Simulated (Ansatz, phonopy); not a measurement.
# How NaF (Villiaumite, Fm-3m) expands on warming, part 6 of 6

How much does NaF (Villiaumite) expand with temperature?

Measurements to reproduce:
- volume expansion coefficient 95.1 1e-6/K and heat capacity C_P per formula unit 46.9 J/mol/K near room temperature (given in “High-Throughput Prediction of Finite-Temperature Properties using the Quasi-Harmonic Approximation”, 2016, arXiv:1603.06924)
- volume expansion coefficient 102.6 1e-6/K near room temperature (given in “Descriptors for thermal expansion in solids”, 2017, arXiv:1701.03966)

Ansatz 0.2.0; DFT LDA, scalar-relativistic, plane waves, PAW (the session's first sound run).

So far. Step 10 (A new level, relaxed again): The residual pressure is 0.0021 GPa, small enough for phonons. Step 11 (The quasi-harmonic study, q-mesh 4×4×4 (run 2)): Changing the level of theory (LDA → PBE) takes the volume expansion at 298 K from 96.3 to 130 × 10⁻⁶/K and B_T from 52.3 to 36.5 GPa.

**12. Side by side (continued)**

The runs together, line volume. The expansion coefficient, volume by temperature; values in 1e-6/K:

```
temperature (K)  lda, 487.2, 12×12×12, 2×2×2, dfpt, 0  lda, 487.2, 12×12×12, 4×4×4, dfpt, 0  pbe, 487.2, 12×12×12, 4×4×4, dfpt, 0
              0                                     0                                     0                                     0
             50                                  7.42                                   7.6                                  15.9
            100                                  39.3                                  39.8                                  62.9
            150                                  63.9                                  64.4                                  91.7
            200                                  78.8                                  79.4                                   109
            250                                  88.5                                  89.2                                   120
            298                                  95.6                                  96.3                                   130
            300                                  95.8                                  96.6                                   130
            350                                   102                                   103                                   139
            400                                   108                                   108                                   149
            450                                   113                                   114                                   160
            500                                   119                                   120                                   173
            550                                   125                                   126                                   188
            600                                   131                                   133                                   209
            650                                   139                                   141                                   237
            700                                   147                                   150                                   281
            750                                   158                                   160                                   361
            800                                   170                                   173                                   586
```

The runs together, line C_P. Heat capacity, C_P against temperature; values in J/mol-atom/K:

```
temperature (K)  lda, 487.2, 12×12×12, 2×2×2, dfpt, 0  lda, 487.2, 12×12×12, 4×4×4, dfpt, 0  pbe, 487.2, 12×12×12, 4×4×4, dfpt, 0
              0                                     0                                     0                                     0
             50                                  2.65                                  2.64                                  3.73
            100                                  11.1                                  11.1                                  13.2
            150                                  17.0                                  16.9                                  18.7
            200                                  20.3                                  20.2                                  21.6
            250                                  22.2                                  22.2                                  23.4
            298                                  23.5                                  23.5                                  24.5
            300                                  23.5                                  23.5                                  24.6
            350                                  24.4                                  24.5                                  25.5
            400                                  25.2                                  25.2                                  26.3
            450                                  25.8                                  25.9                                  27.2
            500                                  26.4                                  26.5                                  28.0
            550                                  27.0                                  27.0                                  29.0
            600                                  27.6                                  27.6                                  30.2
            650                                  28.2                                  28.3                                  31.8
            700                                  28.9                                  29.0                                  34.1
            750                                  29.6                                  29.8                                  38.4
            800                                  30.6                                  30.7                                  50.1
```

**13. Free-energy fit**

This step: DFT PBE, scalar-relativistic, plane waves, PAW (phonopy 4.10.0).

The fit gives a volume expansion of 130 × 10⁻⁶/K at 300 K, against 130 at 298 K from the study itself, whose static fit uses more cells.

**14. What came out**

| Item | Value |
| --- | --- |
| settings of these figures | PBE, 487.2 eV, k 12×12×12, q 4×4×4 |
| volume expansion coefficient at 298 K | 129.8 1e-6/K |
| C_P at 298 K | 24.53 J/mol-atom/K |
| entropy at 298 K | 28.43 J/mol-atom/K |
| isothermal bulk modulus at 298 K | 36.53 GPa |
| Grüneisen parameter at 298 K | 1.676 |
| volume at 298 K | 13.52 Å³/atom |
| principal linear expansion coefficients at 298 K | 43.26, 43.26, 43.26 1e-6/K |

What this shows: Near room temperature NaF (Villiaumite) expands by 130 × 10⁻⁶/K in volume by PBE, with C_P = 24.5 J/(mol K) per mole of atoms and B_T = 36.5 GPa. At some temperatures (first at 800 K) the program's own estimate of the fit error is large against the linear coefficients, so those rows are unreliable. Between 298.15 and 800 K the bulk modulus falls by 72 % and the Grüneisen parameter grows; in this range the quasi-harmonic approximation, which lacks anharmonicity at fixed volume, tends to overshoot. C_P at room temperature is 98 % of the classical 3R an atom; C_V is 92 %, and the rest is expansion work. A measured volume expansion coefficient near room temperature is 95.1 1e-6/K (arXiv:1603.06924); the calculated 130 1e-6/K differs by +36 %. A measured heat capacity per formula unit near room temperature is 46.9 J/mol/K (arXiv:1603.06924); the calculated 49.1 J/mol/K differs by +5 %. The levels of theory differ by up to 33.5 × 10⁻⁶/K in the volume expansion at 298 K.

[Logs are printed without paths, hosts, clocks, repeated set-up lines and the standing remarks that a program may print on its own settings, such as how far it seeks lower states.]

[Hosts, paths, dates, database ids (printed as entryN), source tags and the programs' standing remarks are cut or masked in the printed files.]

[A step with changed settings may run another functional than the one named; its input shows which.]
